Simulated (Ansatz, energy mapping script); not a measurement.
# Spin model of CrO2 from collinear orders, part 2 of 3

How strongly do the moments of CrO2 couple under PBE+U (3.5 eV)? The plan is to run several orders and fit a Heisenberg model.

PBE with U = 3.5 eV on Cr d, ortho-atomic projectors; plane waves, U on orthogonalised atomic orbitals unless named otherwise, collinear spin, no spin–orbit coupling.

So far. Step 4 (Parallel start in cell A (12 atoms)): The run ends ferromagnetic.

## Step 5: Order 2: compensated +−+−, cell A of 12 atoms

This order reverses 2 of the 2 neighbours at 2.92 Å, 4 of the 8 neighbours at 3.45 Å and 0 of the 4 neighbours at 4.42 Å, counted for an average magnetic atom.

Contents of input.yaml:

```yaml
crystal:
  lattice:
    - [4.421, 0.0, 0.0]
    - [0.0, 4.421, 0.0]
    - [0.0, 0.0, 5.834]
  atoms:
    - { symbol: Cr, position: [0.0, 0.0, 0.0], spin: 3.0 }
    - { symbol: Cr, position: [0.0, 0.0, 0.5], spin: -3.0 }
    - { symbol: Cr, position: [0.5, 0.5, 0.25], spin: 3.0 }
    - { symbol: Cr, position: [0.5, 0.5, 0.75], spin: -3.0 }
    - { symbol: O, position: [0.301, 0.301, 0.0] }
    - { symbol: O, position: [0.301, 0.301, 0.5] }
    - { symbol: O, position: [0.199, 0.801, 0.25] }
    - { symbol: O, position: [0.199, 0.801, 0.75] }
    - { symbol: O, position: [0.699, 0.699, 0.0] }
    - { symbol: O, position: [0.699, 0.699, 0.5] }
    - { symbol: O, position: [0.801, 0.199, 0.25] }
    - { symbol: O, position: [0.801, 0.199, 0.75] }
magnetization:
  spin_polarized: true
kpoints:
  mp_grid: { grid: [8, 8, 6] }
hamiltonian:
  xc: pbe
  hubbard:
    sites:
      - { species: Cr, l: d, u_eff: 3.5 }
      - { site: 0, l: d, u_eff: 3.5, starting_ns: [{ spin: up, occupation_matrix: cr1_major }, { spin: down, occupation_matrix: cr1_minor }] }
      - { site: 1, l: d, u_eff: 3.5, starting_ns: [{ spin: up, occupation_matrix: cr1_minor }, { spin: down, occupation_matrix: cr1_major }] }
      - { site: 2, l: d, u_eff: 3.5, starting_ns: [{ spin: up, occupation_matrix: cr2_major }, { spin: down, occupation_matrix: cr2_minor }] }
      - { site: 3, l: d, u_eff: 3.5, starting_ns: [{ spin: up, occupation_matrix: cr2_minor }, { spin: down, occupation_matrix: cr2_major }] }
    projectors: ortho-atomic
    occupation_matrices:
      cr1_major:
        matrix:
          - [0.809, 0.0, 0.0, 0.0, 0.256]
          - [0.0, 0.638, 0.245, 0.0, 0.0]
          - [0.0, 0.245, 0.638, 0.0, 0.0]
          - [0.0, 0.0, 0.0, 0.686, 0.0]
          - [0.256, 0.0, 0.0, 0.0, 0.593]
      cr1_minor:
        matrix:
          - [0.146, 0.0, 0.0, 0.0, -0.094]
          - [0.0, 0.203, -0.085, 0.0, 0.0]
          - [0.0, -0.085, 0.203, 0.0, 0.0]
          - [0.0, 0.0, 0.0, 0.129, 0.0]
          - [-0.094, 0.0, 0.0, 0.0, 0.231]
      cr2_major:
        matrix:
          - [0.809, 0.0, 0.0, 0.0, -0.256]
          - [0.0, 0.638, -0.245, 0.0, 0.0]
          - [0.0, -0.245, 0.638, 0.0, 0.0]
          - [0.0, 0.0, 0.0, 0.686, 0.0]
          - [-0.256, 0.0, 0.0, 0.0, 0.593]
      cr2_minor:
        matrix:
          - [0.146, 0.0, 0.0, 0.0, 0.094]
          - [0.0, 0.203, 0.085, 0.0, 0.0]
          - [0.0, 0.085, 0.203, 0.0, 0.0]
          - [0.0, 0.0, 0.0, 0.129, 0.0]
          - [0.094, 0.0, 0.0, 0.0, 0.231]
scf:
  occupations: { method: fermi_dirac, width: 0.05 }
output:
  eigenvalues: true
  write_density: true
  write_potential: true
  elf: true
  volumetric_format: npy
```

Launch:

```console
ansatz run input.yaml --threads 4 --pin off --max-ram 14336MiB --backend cpu --events-out ev --progress --plain --runs-dir out
```

Numbers of over 12 decimals in the logs are rounded to 6 here.

Log:

```text
[...]
Crystal: 12 atoms, lattice volume = 114.027 Å³
Basis set: ecut = 420 eV, 2259 PW (Γ)
Bands: 70, of which v1, the nominal top of the filled ones, is band 52 counted from 1 (51 counted from 0)
Symmetry: 8 space group operations
[...]
k-points: 60 of 384 (time reversal used)
[...]
Starting moments: Σ|m| = 12 μB on 4 of 12 sites
Starting magnetic order: antiferromagnet; a translation exchanges its spin sublattices: spin-degenerate at every k-point
[...]
SCF iter   1: F=—  HF=-18040.412626 eV  |F-HF|=—  |Δ(HF+E_count)|=         —  Δρ=8.63e-2 (↑8.63e-2 ↓8.63e-2)  dr2=1.55e1  dr2_m=4.09e0  M=0.000 μB ∫|m|=9.815 μB  β_m=0.30  ethr=3.10e-3  ⟨swp⟩=4.4  Hψ=12250  notcnv=0  defer=166
[...]
SCF iter  15: F=-18041.227703 eV  HF=-18041.227703 eV  |F-HF|=1.21e-8  |Δ(HF+E_count)|=   2.51e-7  Δρ=3.31e-6 (↑3.31e-6 ↓3.31e-6)  dr2=4.45e-8  dr2_m=1.22e-9  M=0.000 μB ∫|m|=10.003 μB  ethr=9.62e-11  ⟨swp⟩=10.1  Hψ=12897  notcnv=0
SCF 1 converged in 15 iterations: F = -18041.227703 eV  dr2 = 4.45e-8
[...]
SCF converged after 15 iterations
Magnetization: 0.0000 μB (52.0000 up, 52.0000 down)
Absolute magnetization: 10.0162 μB (∫|ρ↑−ρ↓|, with the PAW one-centre terms)
[...]
Per-site moments (μB) at R_I (Å): [(1.809650, 0.776294), (-1.809650, 0.776294), (1.809650, 0.776294), (-1.809650, 0.776294), (-0.097865, 0.776294), (0.097865, 0.776294), (-0.097865, 0.776294), (0.097865, 0.776294), (-0.097865, 0.776294), (0.097865, 0.776294), (-0.097865, 0.776294), (0.097865, 0.776294)]
Free energy (F): -18041.227703 eV
[...]
Internal energy: -18041.217057 eV  (E = F + TS)
E sigma→0 (E₀):  -18041.222380 eV
Entropy (-TS):   -0.010646 eV (-0.887 meV/atom)
Fermi energy:    10.150215 eV
[...]
--- Specified on-site occupations, and those of the state reported ---
  electrons in the specified blocks: 17.1040 specified, 16.9931 found
[...]
--- Band table (eV; the first three rows and the last of 120) ---
  k-point 0 ↑: bands = [... 48 lower, 9.5373, 9.7190, 9.7190, 9.9645, 10.1298, 11.1392, 12.4862, 12.8632, ... 14 higher]
  k-point 1 ↑: bands = [... 48 lower, 9.2196, 9.9509, 9.9777, 9.9777, 10.0484, 11.1241, 12.5162, 12.8660, ... 14 higher]
  k-point 2 ↑: bands = [... 48 lower, 9.0303, 9.6828, 10.0374, 10.2065, 10.2065, 11.0856, 12.5734, 12.8728, ... 14 higher]
  k-point 59 ↓: bands = [... 48 lower, 8.8106, 8.8106, 9.3519, 9.3519, 11.1189, 11.1189, 13.1535, 13.1535, ... 14 higher]
Occupation matrices written to <dir>
```

Elapsed: 25 s, on 4 threads of Arm Neoverse V1, shared host; peak memory 0.89 GiB.

Spin moment in the sphere by atom:

| atom | spin moment in the sphere (μB) |
| --- | --- |
| Cr1 | 1.81 |
| Cr2 | -1.81 |
| Cr3 | 1.81 |
| Cr4 | -1.81 |
| O5 | -0.10 |
| O6 | 0.10 |
| O7 | -0.10 |
| O8 | 0.10 |
| O9 | -0.10 |
| O10 | 0.10 |
| O11 | -0.10 |
| O12 | 0.10 |

The run ends antiferromagnetic, 206.19 meV a magnetic atom above the parallel order of its cell, a difference that unlike orbital or electronic states can set, not exchange alone (energies taken at zero occupation width, not the printed F).

Spin density in the ab plane at fractional z = 0.000, with atoms of Cr and O within 0.2 Å of it.

Ten even steps from '_' (-0.2 e/Å³) to '@' (3.1 e/Å³), each cell a mean:
```
##==::__________________..==
--::..____________________..
....________________________
____________________________
____________________________
____________________________
____________________________
____________________________
____________________________
____________________________
____________________________
..______________________..::
++::__________________..::==
@@++..________________..--##
```
Columns run along a (4.4 Å), rows up along b (4.4 Å). Atoms in or near the plane, at fractional coordinates: Cr at (0.00, 0.00), O at (0.30, 0.30), O at (0.70, 0.70).

ELF in the ab plane at fractional z = 0.000, with atoms of Cr and O within 0.2 Å of it. It is the smooth field of the valence electrons, not physical close to the nuclei.

Ten even steps from '0' (0.02) to '9' (0.93), each cell a mean:
```
98400000343158
66200003687425
11000015888841
00000027854873
00000026855884
00000013788863
00255411367530
03688741122100
15886774000000
15863685000000
03786885000000
42378862000024
86235530000168
98401100000169
```
Columns run along a (4.4 Å), rows up along b (4.4 Å). Atoms in or near the plane, at fractional coordinates: Cr at (0.00, 0.00), O at (0.30, 0.30), O at (0.70, 0.70).

## Step 6: Uncompensated +++− start in cell A (12 atoms)

This order reverses 1 of the 2 neighbours at 2.92 Å, 4 of the 8 neighbours at 3.45 Å and 0 of the 4 neighbours at 4.42 Å, counted for an average magnetic atom.

Changes to input.yaml since step 5:

```diff
@@ -7,3 +7,3 @@
     - { symbol: Cr, position: [0.0, 0.0, 0.0], spin: 3.0 }
-    - { symbol: Cr, position: [0.0, 0.0, 0.5], spin: -3.0 }
+    - { symbol: Cr, position: [0.0, 0.0, 0.5], spin: 3.0 }
     - { symbol: Cr, position: [0.5, 0.5, 0.25], spin: 3.0 }
@@ -28,3 +28,3 @@
       - { site: 0, l: d, u_eff: 3.5, starting_ns: [{ spin: up, occupation_matrix: cr1_major }, { spin: down, occupation_matrix: cr1_minor }] }
-      - { site: 1, l: d, u_eff: 3.5, starting_ns: [{ spin: up, occupation_matrix: cr1_minor }, { spin: down, occupation_matrix: cr1_major }] }
+      - { site: 1, l: d, u_eff: 3.5, starting_ns: [{ spin: up, occupation_matrix: cr1_major }, { spin: down, occupation_matrix: cr1_minor }] }
       - { site: 2, l: d, u_eff: 3.5, starting_ns: [{ spin: up, occupation_matrix: cr2_major }, { spin: down, occupation_matrix: cr2_minor }] }
@@ -65,5 +65 @@
   eigenvalues: true
-  write_density: true
-  write_potential: true
-  elf: true
-  volumetric_format: npy
```

Log:

```text
[...]
Crystal: 12 atoms, lattice volume = 114.027 Å³
Basis set: ecut = 420 eV, 2259 PW (Γ)
Bands: 70, of which v1, the nominal top of the filled ones, is band 52 counted from 1 (51 counted from 0)
Symmetry: 8 space group operations
[...]
k-points: 84 of 384
[...]
Starting moments: Σ|m| = 12 μB on 4 of 12 sites
[...]
k-point 1 ↑: bands = [... 48 lower, 9.2382, 9.2742, 9.3615, 9.8786, 10.1720, 10.2635, 10.4472, 10.8290, ... 14 higher]
  k-point 2 ↑: bands = [... 48 lower, 8.9224, 9.1625, 9.2904, 10.0677, 10.1664, 10.2728, 10.4293, 10.6835, ... 14 higher]
  k-point 83 ↓: bands = [... 48 lower, 8.8571, 9.1815, 11.5411, 12.9895, 13.1894, 13.5965, 13.6315, 13.6340, ... 14 higher]
Occupation matrices written to <dir>
[key lines of the parts left out:]
SCF converged after 21 iterations
Magnetization: 4.0002 μB (54.0001 up, 49.9999 down)
Free energy (F): -18041.449521 eV
Fermi energy:    10.309849 eV
```

Run time: 54 s. Hardware: 4 threads; peak memory 1.3 GiB.

The run ends ferrimagnetic, 150.59 meV a magnetic atom above the parallel order of its cell, a difference that unlike orbital or electronic states can set, not exchange alone (energies taken at zero occupation width, not the printed F).

## Step 7: Parallel start in cell B (6 atoms)

The parallel order again, as the reference for this cell.

Contents of input.yaml:

```yaml
crystal:
  lattice:
    - [0.0, 0.0, 2.917]
    - [4.421, 0.0, 0.0]
    - [0.0, 4.421, 0.0]
  atoms:
    - { symbol: Cr, position: [0.0, 0.0, 0.0], spin: 3.0 }
    - { symbol: Cr, position: [0.5, 0.5, 0.5], spin: 3.0 }
    - { symbol: O, position: [0.0, 0.301, 0.301] }
    - { symbol: O, position: [0.5, 0.199, 0.801] }
    - { symbol: O, position: [0.0, 0.699, 0.699] }
    - { symbol: O, position: [0.5, 0.801, 0.199] }
magnetization:
  spin_polarized: true
kpoints:
  mp_grid: { grid: [12, 8, 8] }
hamiltonian:
  xc: pbe
  hubbard:
    sites:
      - { species: Cr, l: d, u_eff: 3.5 }
      - { site: 0, l: d, u_eff: 3.5, starting_ns: [{ spin: up, occupation_matrix: cr1_major }, { spin: down, occupation_matrix: cr1_minor }] }
      - { site: 1, l: d, u_eff: 3.5, starting_ns: [{ spin: up, occupation_matrix: cr2_major }, { spin: down, occupation_matrix: cr2_minor }] }
    projectors: ortho-atomic
    occupation_matrices:
      cr1_major:
        matrix:
          - [0.809, 0.0, 0.0, 0.0, 0.256]
          - [0.0, 0.638, 0.245, 0.0, 0.0]
          - [0.0, 0.245, 0.638, 0.0, 0.0]
          - [0.0, 0.0, 0.0, 0.686, 0.0]
          - [0.256, 0.0, 0.0, 0.0, 0.593]
      cr1_minor:
        matrix:
          - [0.146, 0.0, 0.0, 0.0, -0.094]
          - [0.0, 0.203, -0.085, 0.0, 0.0]
          - [0.0, -0.085, 0.203, 0.0, 0.0]
          - [0.0, 0.0, 0.0, 0.129, 0.0]
          - [-0.094, 0.0, 0.0, 0.0, 0.231]
      cr2_major:
        matrix:
          - [0.809, 0.0, 0.0, 0.0, -0.256]
          - [0.0, 0.638, -0.245, 0.0, 0.0]
          - [0.0, -0.245, 0.638, 0.0, 0.0]
          - [0.0, 0.0, 0.0, 0.686, 0.0]
          - [-0.256, 0.0, 0.0, 0.0, 0.593]
      cr2_minor:
        matrix:
          - [0.146, 0.0, 0.0, 0.0, 0.094]
          - [0.0, 0.203, 0.085, 0.0, 0.0]
          - [0.0, 0.085, 0.203, 0.0, 0.0]
          - [0.0, 0.0, 0.0, 0.129, 0.0]
          - [0.094, 0.0, 0.0, 0.0, 0.231]
scf:
  occupations: { method: fermi_dirac, width: 0.05 }
output:
  eigenvalues: true
```

Log:

```text
[...]
Crystal: 6 atoms, lattice volume = 57.013 Å³
Basis set: ecut = 420 eV, 1121 PW (Γ)
Bands: 35, of which v1, the nominal top of the filled ones, is band 26 counted from 1 (25 counted from 0)
Symmetry: 16 space group operations
[...]
k-points: 105 of 768
[...]
Starting moments: Σ|m| = 6 μB on 2 of 6 sites
[...]
k-point 0 ↑: bands = [... 22 lower, 8.3096, 8.3645, 8.6791, 9.3036, 9.7990, 9.7990, 10.4176, 11.6017, ... 5 higher]
  k-point 1 ↑: bands = [... 22 lower, 8.4321, 8.5482, 8.5857, 9.4692, 9.6748, 9.8165, 10.3549, 11.5353, ... 5 higher]
  k-point 2 ↑: bands = [... 22 lower, 8.5615, 8.5863, 8.9834, 9.4664, 9.7128, 9.8645, 10.2510, 11.3414, ... 5 higher]
  k-point 104 ↓: bands = [... 22 lower, 9.0958, 9.0958, 13.3940, 13.3940, 13.9898, 13.9898, 14.4560, 14.4560, ... 5 higher]
Occupation matrices written to <dir>
[key lines of the parts left out:]
SCF converged after 14 iterations
Magnetization: 4.0000 μB (28.0000 up, 24.0000 down)
Free energy (F): -9021.027835 eV
Fermi energy:    10.370817 eV
```

Wall time 7.9 s (4 threads); peak memory 0.56 GiB.

The run ends ferromagnetic. For each magnetic atom its energy differs from the parallel run of the first cell by 0.00 meV, an error that one common reference would have brought in.

## Step 8: Run 5 (compensated +−; cell B, 6 atoms)

This order reverses 0 of the 2 neighbours at 2.92 Å, 8 of the 8 neighbours at 3.45 Å and 0 of the 4 neighbours at 4.42 Å, counted for an average magnetic atom.

Changes to input.yaml since step 7:

```diff
@@ -7,3 +7,3 @@
     - { symbol: Cr, position: [0.0, 0.0, 0.0], spin: 3.0 }
-    - { symbol: Cr, position: [0.5, 0.5, 0.5], spin: 3.0 }
+    - { symbol: Cr, position: [0.5, 0.5, 0.5], spin: -3.0 }
     - { symbol: O, position: [0.0, 0.301, 0.301] }
@@ -22,3 +22,3 @@
       - { site: 0, l: d, u_eff: 3.5, starting_ns: [{ spin: up, occupation_matrix: cr1_major }, { spin: down, occupation_matrix: cr1_minor }] }
-      - { site: 1, l: d, u_eff: 3.5, starting_ns: [{ spin: up, occupation_matrix: cr2_major }, { spin: down, occupation_matrix: cr2_minor }] }
+      - { site: 1, l: d, u_eff: 3.5, starting_ns: [{ spin: up, occupation_matrix: cr2_minor }, { spin: down, occupation_matrix: cr2_major }] }
     projectors: ortho-atomic
```

Log:

```text
[...]
Crystal: 6 atoms, lattice volume = 57.013 Å³
Basis set: ecut = 420 eV, 1121 PW (Γ)
Bands: 35, of which v1, the nominal top of the filled ones, is band 26 counted from 1 (25 counted from 0)
Symmetry: 8 space group operations
[...]
k-points: 147 of 768
[...]
Starting moments: Σ|m| = 6 μB on 2 of 6 sites
[...]
k-point 1 ↑: bands = [... 22 lower, 9.2512, 9.2676, 9.4655, 10.0399, 10.6814, 12.4399, 12.9654, 13.2915, ... 5 higher]
  k-point 2 ↑: bands = [... 22 lower, 8.6986, 9.2273, 9.3431, 9.8412, 10.9256, 12.9487, 13.1925, 13.2424, ... 5 higher]
  k-point 146 ↓: bands = [... 22 lower, 8.6027, 8.8192, 9.3923, 9.9733, 10.6913, 12.4568, 13.7882, 13.8155, ... 5 higher]
Occupation matrices written to <dir>
[key lines of the parts left out:]
SCF converged after 18 iterations
Magnetization: 0.0000 μB (26.0000 up, 26.0000 down)
Free energy (F): -9020.481249 eV
Fermi energy:    10.422008 eV
```

Wall time 14 s (4 threads); peak memory 0.69 GiB; 56 s of CPU time.

The run ends antiferromagnetic, 273.67 meV a magnetic atom above the parallel order of its cell, a difference that unlike orbital or electronic states can set, not exchange alone (energies taken at zero occupation width, not the printed F).

## Step 9: Run 6 (parallel; cell C, 12 atoms)

The parallel order again, as the reference for this cell.

Changes to input.yaml since step 8:

```diff
@@ -2,12 +2,18 @@
   lattice:
-    - [0.0, 0.0, 2.917]
-    - [4.421, 0.0, 0.0]
-    - [0.0, 4.421, 0.0]
+    - [0.0, -4.421, -2.917]
+    - [0.0, 4.421, -2.917]
+    - [4.421, 0.0, 2.917]
   atoms:
+    - { symbol: Cr, position: [0.5, 0.5, 0.0], spin: 3.0 }
     - { symbol: Cr, position: [0.0, 0.0, 0.0], spin: 3.0 }
-    - { symbol: Cr, position: [0.5, 0.5, 0.5], spin: -3.0 }
+    - { symbol: Cr, position: [0.25, 0.75, 0.5], spin: 3.0 }
+    - { symbol: Cr, position: [0.75, 0.25, 0.5], spin: 3.0 }
+    - { symbol: O, position: [0.5, 0.801, 0.301] }
     - { symbol: O, position: [0.0, 0.301, 0.301] }
-    - { symbol: O, position: [0.5, 0.199, 0.801] }
+    - { symbol: O, position: [0.949, 0.75, 0.199] }
+    - { symbol: O, position: [0.449, 0.25, 0.199] }
+    - { symbol: O, position: [0.5, 0.199, 0.699] }
     - { symbol: O, position: [0.0, 0.699, 0.699] }
-    - { symbol: O, position: [0.5, 0.801, 0.199] }
+    - { symbol: O, position: [0.551, 0.75, 0.801] }
+    - { symbol: O, position: [0.051, 0.25, 0.801] }
 magnetization:
@@ -15,3 +21,3 @@
 kpoints:
-  mp_grid: { grid: [12, 8, 8] }
+  mp_grid: { grid: [9, 9, 9] }
 hamiltonian:
@@ -22,3 +28,5 @@
       - { site: 0, l: d, u_eff: 3.5, starting_ns: [{ spin: up, occupation_matrix: cr1_major }, { spin: down, occupation_matrix: cr1_minor }] }
-      - { site: 1, l: d, u_eff: 3.5, starting_ns: [{ spin: up, occupation_matrix: cr2_minor }, { spin: down, occupation_matrix: cr2_major }] }
+      - { site: 1, l: d, u_eff: 3.5, starting_ns: [{ spin: up, occupation_matrix: cr1_major }, { spin: down, occupation_matrix: cr1_minor }] }
+      - { site: 2, l: d, u_eff: 3.5, starting_ns: [{ spin: up, occupation_matrix: cr2_major }, { spin: down, occupation_matrix: cr2_minor }] }
+      - { site: 3, l: d, u_eff: 3.5, starting_ns: [{ spin: up, occupation_matrix: cr2_major }, { spin: down, occupation_matrix: cr2_minor }] }
     projectors: ortho-atomic
```

Log:

```text
[...]
Crystal: 12 atoms, lattice volume = 114.027 Å³
Basis set: ecut = 420 eV, 2209 PW (Γ)
Bands: 70, of which v1, the nominal top of the filled ones, is band 52 counted from 1 (51 counted from 0)
Symmetry: 32 space group operations
[...]
k-points: 75 of 729
[...]
Starting moments: Σ|m| = 12 μB on 4 of 12 sites
[...]
k-point 0 ↑: bands = [... 48 lower, 8.6772, 8.9674, 8.9674, 9.3037, 9.7990, 9.7990, 10.2707, 10.2707, ... 14 higher]
  k-point 1 ↑: bands = [... 48 lower, 8.5999, 8.9240, 8.9240, 9.4409, 9.6976, 9.8117, 9.9258, 9.9258, ... 14 higher]
  k-point 2 ↑: bands = [... 48 lower, 8.8423, 8.8423, 8.8842, 9.5077, 9.5667, 9.5667, 9.6666, 9.8604, ... 14 higher]
  k-point 74 ↓: bands = [... 48 lower, 13.0163, 13.0919, 13.4856, 13.5464, 13.5990, 13.6559, 14.1983, 14.2359, ... 14 higher]
Occupation matrices written to <dir>
[key lines of the parts left out:]
SCF converged after 20 iterations
Magnetization: 8.0000 μB (56.0000 up, 48.0000 down)
Free energy (F): -18042.056233 eV
Fermi energy:    10.374991 eV
```

Elapsed: 43 s, on 4 threads; peak memory 1.2 GiB.

The run ends ferromagnetic. For each magnetic atom its energy differs from the parallel run of the first cell by -0.20 meV, an error that one common reference would have brought in.

(Continued in part 3 of 3.)

[Logs and program files are shortened in this print: banners, set-up blocks, solver, clock and traceback lines can be left out without a mark of their own.]

[Logs are printed without paths, hosts, clocks, repeated set-up lines and the standing remarks that a program may print on its own settings, such as how far it seeks lower states.]

[Hosts, paths, dates, database ids (printed as entryN), source tags and the programs' standing remarks are cut or masked in the printed files.]

[Where a cell is said to come from a database of computed structures, the database is the Materials Project.]
